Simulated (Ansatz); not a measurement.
## Lattice dynamics of SbAs (model cell, started as layered BN type)

Wanted: vibrations and spectra of SbAs (model cell, started as layered BN type); the cell is already relaxed. After the zone centre comes a 3×3×2 q mesh on a 12×12×6 k mesh.

Main program and level: Ansatz 0.2.0; DFT LDA, scalar-relativistic, plane waves, PAW.

The structure was built from a prototype and need not be the compound's stable phase.

## Step 1: The structure

It takes space group P6_3/mmc (No. 194, hexagonal). Conventional cell: a = 4.814 Å, b = 4.814 Å, c = 5.773 Å, α = 90.00°, β = 90.00°, γ = 120.00°. Sb has 5 As at 2.78 to 2.89 Å nearest. Nearest to As lie 5 Sb at 2.78 to 2.89 Å. Farther neighbours are not listed.

Coordinates:

```cif
data_structure
_symmetry_space_group_name_H-M 'P6_3/mmc'
_symmetry_Int_Tables_number 194
_cell_length_a 4.8143
_cell_length_b 4.8143
_cell_length_c 5.7733
_cell_angle_alpha 90.000
_cell_angle_beta 90.000
_cell_angle_gamma 120.000
_cell_volume 115.88
loop_
_atom_site_label
_atom_site_type_symbol
_atom_site_symmetry_multiplicity
_atom_site_Wyckoff_symbol
_atom_site_fract_x
_atom_site_fract_y
_atom_site_fract_z
_atom_site_occupancy
Sb1 Sb 2 c 0.33333 0.66667 0.25000 1
As1 As 2 d 0.66667 0.33333 0.25000 1
```

## Step 2: Modes at Γ

The cell comes from relaxations at this level that are not shown. The zone centre comes first: it holds the modes that light can see, as far as symmetry allows. No field response is asked, since the mesh shows no gap.

Contents of input.yaml:

```yaml
crystal:
  lattice:
    - [4.8143036723, 0.0, 0.0]
    - [-2.4071518361, 4.1693092817, 0.0]
    - [0.0, 0.0, 5.7732547121]
  atoms:
    - { symbol: Sb, position: [0.3333333333, 0.6666666667, 0.25] }
    - { symbol: Sb, position: [0.6666666667, 0.3333333333, 0.75] }
    - { symbol: As, position: [0.6666666667, 0.3333333333, 0.25] }
    - { symbol: As, position: [0.3333333333, 0.6666666667, 0.75] }
kpoints:
  mp_grid: { grid: [12, 12, 6] }
hamiltonian:
  xc: lda
scf:
  occupations: { method: methfessel_paxton, width: 0.2 }
output:
  eigenvalues: true
phonons:
  method: dfpt
```

Run with:

```console
$ ansatz run input.yaml --threads 4 --pin off --max-ram 7168MiB --backend cpu --events-out ev --progress --plain --runs-dir out
```

Numbers of over 12 decimals in the logs are rounded to 6 here.

The log of the run:

```text
zone centre: on kpoints.mp_grid the ground state, and the responses unless they are solved on pairs of k-points, stand on 172 of the mesh's 864 k-points, reduced under 4 symmetry operations, with k and −k counted as one. Each operation leaves every solved displacement unchanged or reverses it
Engine: ansatz 0.2.0, x86_64-unknown-linux-gnu
Pseudopotentials: kind: paw
Pseudopotential: Sb, paw, valence charge 15, recommended cutoff 420 eV (normal), Sb.paw.azcp
Pseudopotential: As, paw, valence charge 15, recommended cutoff 420 eV (normal), As.paw.azcp
Functional definition: SPW92
  exchange = slater_x
  correlation = pw_c
Crystal: 4 atoms, lattice volume = 115.883 Å³
Basis set: ecut = 420 eV, 2239 PW (Γ), exchange–correlation on 72×72×80 points (8 copies of the dense FFT grid, shifted against one another)
Bands: 36, of which v1, the nominal top of the filled ones, is band 30 counted from 1 (29 counted from 0)
Symmetry: 24 space group operations
k-points: 172 of 864 (irreducible under 4 space group operations, time reversal used)
Non-local potential: Sb, projectors of the file, l = 0: 2, l = 1: 2, l = 2: 2, l = 3: 2
Non-local potential: As, projectors of the file, l = 0: 2, l = 1: 2, l = 2: 3, l = 3: 1
PAW form: soft (Blöchl's): semilocal exchange-correlation on the pseudo side does not see the compensation charge
PAW frozen core: Sb, regenerated for the run's functional, and the local potential with it (the file was generated under x = pbe(κ = 0.804, μ = 0.219515), c = pbe(β = 0.066725))
PAW frozen core: As, regenerated for the run's functional, and the local potential with it (the file was generated under x = pbe(κ = 0.804, μ = 0.219515), c = pbe(β = 0.066725))
PAW one-centre angular grid: Sb, 590 points (default); XC on 64 Gauss nodes
PAW one-centre angular grid: As, 590 points (default); XC on 64 Gauss nodes
Initial density: superposition of atomic densities (neutral atoms: chi_scale 0, normalization atom), corrected by the library's trained network
Initial wavefunctions: pseudopotential atomic-orbital guess
Functional: x = slater, c = lda
SCF iter   1: F=—  HF=-22218.091899 eV  |F-HF|=—  |Δ(HF+E_count)|=         —  Δρ=5.60e-3  dr2=1.91e-2  ethr=1.77e-3  ⟨swp⟩=6.2  Hψ=24135  notcnv=0
preconditioner: auto → LDOS  [metal: Δε(μ)=0.008 eV  Ē_g=8.419 eV  σ=0.200 eV  W_gap=0.03  n_scr=22 (ndim 8)  ℏωp=15.4 eV  f_vac=0.111  D(μ)=1.99/eV (n_scr^D=8)  β→1.0]
SCF iter   2: F=—  HF=-22218.082360 eV  |F-HF|=—  |Δ(HF+E_count)|=   9.54e-3  S|Δr|=    0.00e0  Δρ=8.76e-4  dr2=8.13e-4  ethr=3.19e-5  ⟨swp⟩=2.7  Hψ=13379  notcnv=0
SCF iter   3: F=—  HF=-22218.081966 eV  |F-HF|=—  |Δ(HF+E_count)|=   3.94e-4  S|Δr|=    0.00e0  Δρ=4.67e-4  dr2=1.52e-4  ethr=1.35e-6  ⟨swp⟩=2.0  Hψ=11292  notcnv=0
SCF iter   4: F=—  HF=-22218.081829 eV  |F-HF|=—  |Δ(HF+E_count)|=   1.37e-4  S|Δr|=    0.00e0  Δρ=1.79e-4  dr2=2.67e-5  ethr=2.53e-7  ⟨swp⟩=2.0  Hψ=11248  notcnv=0
SCF iter   5: F=—  HF=-22218.081814 eV  |F-HF|=—  |Δ(HF+E_count)|=   1.49e-5  S|Δr|=    0.00e0  Δρ=2.78e-5  dr2=1.57e-6  ethr=4.46e-8  ⟨swp⟩=2.0  Hψ=9542  notcnv=0
SCF iter   6: F=—  HF=-22218.081812 eV  |F-HF|=—  |Δ(HF+E_count)|=   1.43e-6  S|Δr|=    0.00e0  Δρ=6.49e-6  dr2=1.09e-7  ethr=2.62e-9  ⟨swp⟩=2.0  Hψ=11265  notcnv=0
SCF iter   7: F=—  HF=-22218.081812 eV  |F-HF|=—  |Δ(HF+E_count)|=   4.29e-8  S|Δr|=    0.00e0  Δρ=7.63e-7  dr2=9.88e-10  ethr=1.82e-10  ⟨swp⟩=2.0  Hψ=11266  notcnv=0
SCF iter   8: F=—  HF=-22218.081812 eV  |F-HF|=—  |Δ(HF+E_count)|=  6.33e-10  S|Δr|=    0.00e0  Δρ=2.33e-7  dr2=5.94e-11  ethr=1.65e-12  ⟨swp⟩=2.0  Hψ=11387  notcnv=0
SCF iter   9: F=-22218.081812 eV  HF=-22218.081812 eV  |F-HF|=3.64e-12  |Δ(HF+E_count)|=  3.64e-12  S|Δr|=    0.00e0  Δρ=2.25e-8  dr2=5.18e-13  ethr=1.00e-12  ⟨swp⟩=8.3  Hψ=29890  notcnv=0
SCF 1 converged in 9 iterations: F = -22218.081812 eV  dr2 = 5.18e-13
  greatest PAW one-centre occupation: 0.999 electrons in one spin orbital (limit 2), on the As atom at site 3 (counted from 0), in its partial waves of l = 2
DFPT response loops at Γ: preconditioner auto → Kerker (q_TF=auto, 2.445 Å⁻¹) (partly filled bands, converged f_vac=0.117); β = 1.00, the filter's whole step (`scf.mixing.beta` (0.50) is not read by the response loops under this deck's `scf.mixing.preconditioner`; to damp them name `kerker` or `kerker_dos`, under which they read `scf.mixing.beta`, and type it under 1.00, their step now; both keys bind the ground state too); Broyden in place of MSR1
SCF converged after 9 iterations
Stability not checked: this state was not tested for a lower state beside it, because cold or Methfessel-Paxton smearing, or corrected tetrahedra, fill the levels in a way that the test cannot read (fill_not_monotonic; see scf.lower_state_search)
Free energy (F): -22218.081812 eV
Harris-Foulkes:  -22218.081812 eV  (|F-HF|=3.64e-12)
Internal energy: -22218.085187 eV  (E = F + TS)
E sigma→0 (E₀):  -22218.082656 eV
Entropy (-TS):   0.003375 eV (0.844 meV/atom)
Fermi energy:    8.552493 eV
--- Per-component energies (eV) ---
  E_band       = -915.529794
  E_kinetic    = 623.754090
  E_local      = -7500.412818  (includes V_loc(G=0)·N_el)
  E_nonlocal   = -599.266878
  E_hartree    = 3723.326869
  E_xc         = -434.179225
  E_vxc        = -354.269083  (∫ρ·V_xc dr)
  E_paw        = -12357.753230  (= ΣΔE_a)
  E_vpaw       = -531.988812  (= ΣTr[D̂ρ^β])
  E_aug_tail   = 0.000014  (compensation charges beyond the density's cutoff)
  E_ewald      = -5678.822115
  E_core_change = 5.268107  (= ΣΔE_core)
  E_smearing   = 0.003375  (= −TS)
  E_closure    = 0.000000  (closes the sum)
  Σ components = -22218.081812   (vs F -22218.081812, Δ=0.00e0)
--- Band table (eV; the first three rows and the last of 172) ---
  k-point 0: bands = [... 26 lower, 4.2957, 6.4196, 6.4482, 6.4482, 8.3762, 8.3762, 10.8988, 10.8988, ... 2 higher]
  k-point 1: bands = [... 26 lower, 4.4013, 6.2402, 6.2402, 7.1663, 8.4742, 8.4742, 10.5961, 10.5961, ... 2 higher]
  k-point 2: bands = [... 26 lower, 4.7081, 5.7428, 5.7428, 8.5228, 8.7837, 8.7837, 9.0136, 9.9515, ... 2 higher]
  k-point 171: bands = [... 26 lower, 7.1463, 7.1463, 7.8819, 7.8819, 8.8948, 8.8948, 9.6363, 9.6363, ... 2 higher]
--- Phonons (Γ-DFPT): 4 representative perturbations + reference, on 172 of 864 k-points (Σ response iterations 12) ---
  k mesh reduced under 4 symmetry operations, with k and −k counted as one. Each operation leaves every solved displacement unchanged or reverses it
  ASR residual: 4.923e-5 → 0.000e0 eV/Å²; symmetrization residual: 3.215e-5 eV/Å²
  ASR residual per site (eV/Å²): 4.92e-5 4.92e-5 4.91e-5 4.91e-5
  Γ frequencies (cm⁻¹): -126.73 0.00 0.00 0.00 22.67 22.67 71.96 89.16 89.16 140.23 140.23 158.02
  non-analytic LO–TO correction: not included (Born effective charges unavailable; polar crystals: no LO–TO splitting at Γ)
```

Elapsed: 45 s, on 4 threads of Intel Xeon 6975P-C (Granite Rapids), shared host; peak memory 2.4 GiB.

This step gave:

```yaml
volume_per_atom: 28.97 Å³
gap_on_the_k_mesh: 0 eV
sum_rule_residual_before_enforcement: 4.92e-5 eV/Å²
point_group: 6/mmm
highest_optical_mode_at_the_zone_centre_no_lo_to_term: 158.0 cm⁻¹
lowest_optical_zone_centre_mode: -126.7 cm⁻¹
```

Patterns of degenerate modes are one choice out of their space. The modes at Γ (shares of kinetic energy by element, %) (negative means imaginary):

| mode | frequency (cm⁻¹) | symmetry | Sb % | As % |
| --- | --- | --- | --- | --- |
| 1 | -126.7 | A2u | 38 | 62 |
| 2 | 0.0 | acoustic | 62 | 38 |
| 3 | 0.0 | acoustic | 62 | 38 |
| 4 | 0.0 | acoustic | 62 | 38 |
| 5 | 22.7 | E2g | 76 | 24 |
| 6 | 22.7 | E2g | 76 | 24 |
| 7 | 72.0 | B1g | 75 | 25 |
| 8 | 89.2 | E2g | 24 | 76 |
| 9 | 89.2 | E2g | 24 | 76 |
| 10 | 140.2 | E1u | 38 | 62 |
| 11 | 140.2 | E1u | 38 | 62 |
| 12 | 158.0 | B1g | 25 | 75 |

Displacements in mode 1 (-126.7 cm⁻¹), the largest set to 1:
```
Sb1  0.00  0.00 -0.62
Sb2  0.00  0.00 -0.62
As3  0.00  0.00  1.00
As4  0.00  0.00  1.00
```

Displacements in mode 11 (140.2 cm⁻¹), the largest set to 1:
```
Sb1 -0.62 -0.02  0.00
Sb2 -0.62 -0.02  0.00
As3  1.00  0.03  0.00
As4  1.00  0.03  0.00
```

Before it was imposed, the acoustic sum rule was missed by 4.9e-5 eV/Å². Small misses are needed for a sound result but don't prove that mesh and cutoff are converged. The lowest optical mode is imaginary, 126.7i cm⁻¹, so the energy falls along it.

## Step 3: Response at finite wavevector

Stability and thermal properties need the whole zone. Linear response on a 3×3×2 q mesh gives force constants as far as a supercell of that size would.

Changes to input.yaml since step 2:

```diff
@@ -20 +20,9 @@
   method: dfpt
+  qmesh: [3, 3, 2]
+  temperatures: { t_max: 1000, t_step: 50 }
+  qpath:
+    path:
+      - [[0.0, 0.0, 0.0], [0.5, 0.0, 0.0], [0.33333333, 0.33333333, 0.0], [0.0, 0.0, 0.0], [0.0, 0.0, 0.5], [0.5, 0.0, 0.5], [0.33333333, 0.33333333, 0.5], [0.0, 0.0, 0.5]]
+      - [[0.5, 0.0, 0.5], [0.5, 0.0, 0.0]]
+      - [[0.33333333, 0.33333333, 0.5], [0.33333333, 0.33333333, 0.0]]
+    npoints: 10
```

The log of the run:

```text
Warning: phonons: the dynamical matrix that this run interpolates holds no multipole term above the dipole-dipole one, and a site of this crystal is no centre of inversion, so its interpolated transverse optical and acoustic branches and sound speeds can stay off near Gamma, and the density of states and the thermodynamics with them. What a run solves at a wave vector of phonons.qpoints, Gamma apart, where the deck admits one, is free of this, and under fd what a larger phonons.supercell samples
[...]
Crystal: 4 atoms, lattice volume = 115.883 Å³
Basis set: ecut = 420 eV, 2239 PW (Γ), exchange–correlation on 72×72×80 points (8 copies of the dense FFT grid, shifted against one another)
Bands: 36, of which v1, the nominal top of the filled ones, is band 30 counted from 1 (29 counted from 0)
Symmetry: 24 space group operations
k-points: 76 of 864
[...]
SCF iter   1: F=—  HF=-22218.091935 eV  |F-HF|=—  |Δ(HF+E_count)|=         —  Δρ=5.59e-3  dr2=1.91e-2  ethr=1.77e-3  ⟨swp⟩=6.2  Hψ=10655  notcnv=0
[...]
SCF iter   9: F=-22218.081812 eV  HF=-22218.081812 eV  |F-HF|=0.00e0  |Δ(HF+E_count)|=  7.28e-12  S|Δr|=    0.00e0  Δρ=2.27e-8  dr2=5.26e-13  ethr=1.00e-12  ⟨swp⟩=8.2  Hψ=13150  notcnv=0
SCF 1 converged in 9 iterations: F = -22218.081812 eV  dr2 = 5.26e-13
[...]
iter 1 solved again at ethr=4.03e-7 eV; its pass at ethr=3.10e-3 eV (dr2=2.42e-4 eV) is discarded
SCF iter   1: F=—  HF=-22218.081811 eV  |F-HF|=—  |Δ(HF+E_count)|=         —  Δρ=1.51e-6  dr2=2.76e-9  ethr=4.03e-7  ⟨swp⟩=2.8  Hψ=16797  notcnv=0
eigensolver tolerance schedule: the retry pair's looser diagonalisation over-reported the residual by 87809.21 of it (diagonalisation noise at an unbounded share of the residual, at the tolerance the schedule requests for it); recorded, not acted on — ethr = c·dr2/N_el stays at c = 1.0e-1
[...]
SCF iter   2: F=—  HF=-22218.081812 eV  |F-HF|=—  |Δ(HF+E_count)|=   7.88e-7  S|Δr|=    0.00e0  Δρ=1.60e-6  dr2=3.69e-9  ethr=4.59e-12  ⟨swp⟩=3.9  Hψ=7375  notcnv=0
[...]
SCF iter   8: F=-22218.081812 eV  HF=-22218.081812 eV  |F-HF|=7.28e-12  |Δ(HF+E_count)|=    0.00e0  S|Δr|=    0.00e0  Δρ=2.70e-8  dr2=8.06e-13  ethr=1.00e-12  ⟨swp⟩=2.8  Hψ=5441  notcnv=0
SCF 2 converged in 8 iterations: F = -22218.081812 eV  dr2 = 8.06e-13
phonons: the bands overlap, so this run is a metal and interpolates without the dipole-dipole term. If the crystal is really an insulator or semiconductor, its LO-TO splitting is missing
NSCF: frozen V_eff on 76 k-points
[...]
DFPT response loops at q = (0, 0, 0) (fractional): preconditioner auto → Kerker (q_TF=auto, 2.445 Å⁻¹) (partly filled bands, converged f_vac=0.117); β = 1.00, the filter's whole step (`scf.mixing.beta` (0.50) is not read by the response loops under this deck's `scf.mixing.preconditioner`; to damp them name `kerker` or `kerker_dos`, under which they read `scf.mixing.beta`, and type it under 1.00, their step now; both keys bind the ground state too); Broyden in place of MSR1
[...]
SCF converged after 9 iterations
[...]
Free energy (F): -22218.081812 eV
[...]
Internal energy: -22218.085187 eV  (E = F + TS)
E sigma→0 (E₀):  -22218.082656 eV
Entropy (-TS):   0.003375 eV (0.844 meV/atom)
Fermi energy:    8.552493 eV
[...]
--- Band table (eV; the first three rows and the last of 76) ---
  k-point 0: bands = [... 26 lower, 4.2957, 6.4196, 6.4482, 6.4482, 8.3762, 8.3762, 10.8988, 10.8988, ... 2 higher]
  k-point 1: bands = [... 26 lower, 4.4013, 6.2402, 6.2402, 7.1663, 8.4742, 8.4742, 10.5961, 10.5961, ... 2 higher]
  k-point 2: bands = [... 26 lower, 4.7081, 5.7428, 5.7428, 8.5228, 8.7837, 8.7837, 9.0136, 9.9515, ... 2 higher]
  k-point 75: bands = [... 26 lower, 7.5592, 7.5592, 8.2612, 8.2612, 9.0965, 9.0965, 9.2543, 9.2543, ... 2 higher]
--- Phonons (Γ-DFPT): 4 representative perturbations + reference (Σ response iterations 12) ---
  ASR residual: 4.965e-5 → 0.000e0 eV/Å²; symmetrization residual: 3.205e-5 eV/Å²
  ASR residual per site (eV/Å²): 4.97e-5 4.97e-5 4.94e-5 4.94e-5
[...]
--- Phonons (arbitrary-q DFPT): 6 irreducible q on the 3×3×2 mesh ---
  q = [0.0000, 0.0000, 0.0000] (star 1, of the zone-centre solve; hermiticity 1.56e-5, symmetrization 2.43e-10): -126.73 -0.00 0.00 0.00 22.67 22.67 71.96 89.16 89.16 140.23 140.23 158.02
  q = [0.0000, 0.0000, -0.5000] (star 1, 4 solved perturbations in 496 linear systems a pass and spin channel, the states on 172 of 864 k-point pairs; hermiticity 8.80e-6, symmetrization 4.18e-8): 35.41 35.41 35.41 35.41 110.12 110.12 116.40 116.40 116.40 116.40 131.01 131.01
  q = [0.0000, 0.3333, 0.0000] (star 6, 6 solved perturbations on 312 of 864 k-point pairs; hermiticity 9.52e-6, symmetrization 3.03e-10): -52.23 -31.58 -21.20 38.08 67.08 78.65 88.65 105.15 120.89 121.03 134.04 140.38
[...]
sum rule: each row above includes the acoustic sum rule's correction from the zone centre's row sums; it moved no ω² by more than (0.42 cm⁻¹)²
  mesh force constants: q→R imaginary residual 1.57e-16; ASR residual 4.965e-5 → 0.000e0 eV/Å²; symmetrization residual 3.553e-15 eV/Å²
  interpolated dispersion: 93 rows × 12 modes
  density of states and harmonic sums: on the 15×15×12 q-mesh, interpolated from the force constants of a 3×3×2 supercell (no non-analytic term)
  largest difference from the sums on the solved wave vectors: F 1.01e-1 eV, S 1.36e-4 and C_V 3.53e-5 eV/K
  zero-point energy: 0.067328 eV/cell   skipped modes (ω ≤ 0): 197, of them read as no rigid motion or as one in doubt: 194 (1.040e0 modes/cell left out, lowest -126.73 cm⁻¹)   left out of the sums: 8.67e-2 of the cell's modes: C_V's classical limit lies that fraction below 3 k_B per atom; for a crystal, a wire or a layer, F and S can be off by more, and a phonons.interpolated_qmesh denser along its periods is the remedy for the sampling
```

Elapsed: 6 min, on 4 threads; peak memory 3.2 GiB.

This step gave:

* sum-rule residual before enforcement: 4.97e-5 eV/Å²
* lowest frequency on the path: -126.7 cm⁻¹
* highest frequency on the path or at a solved wavevector: 158.0 cm⁻¹
* lowest mode on the q mesh (acoustic modes at Γ apart): -126.7 cm⁻¹

Frequencies (cm⁻¹) solved at each irreducible wavevector; negative means imaginary. Frequencies by wavevector, by row:

| q in reciprocal lattice units | star | mode 1 | mode 2 | mode 3 | mode 4 | mode 10 | mode 11 | mode 12 |
| --- | --- | --- | --- | --- | --- | --- | --- | --- |
| 0 0 0 | 1 | -126.7 | 0 | 0 | 0 | 140.2 | 140.2 | 158 |
| 0 0 -0.5 | 1 | 35.4 | 35.4 | 35.4 | 35.4 | 116.4 | 131 | 131 |
| 0 0.3333 0 | 6 | -52.2 | -31.6 | -21.2 | 38.1 | 121 | 134 | 140.4 |
| 0 0.3333 -0.5 | 6 | 33.8 | 33.8 | 86.3 | 86.3 | 134.8 | 150.7 | 150.7 |
| 0.3333 0.3333 0 | 2 | -88 | -19.3 | 25.2 | 56.2 | 119.7 | 140.9 | 140.9 |
| 0.3333 0.3333 -0.5 | 2 | 14.2 | 14.2 | 65.9 | 65.9 | 141.7 | 156 | 156 |

(Part 1 of 2 ends here.)

[Logs are printed without paths, hosts, clocks, repeated set-up lines and the standing remarks that a program may print on its own settings, such as how far it seeks lower states.]

[Hosts, paths, dates, database ids (printed as entryN), source tags and the programs' standing remarks are cut or masked in the printed files.]
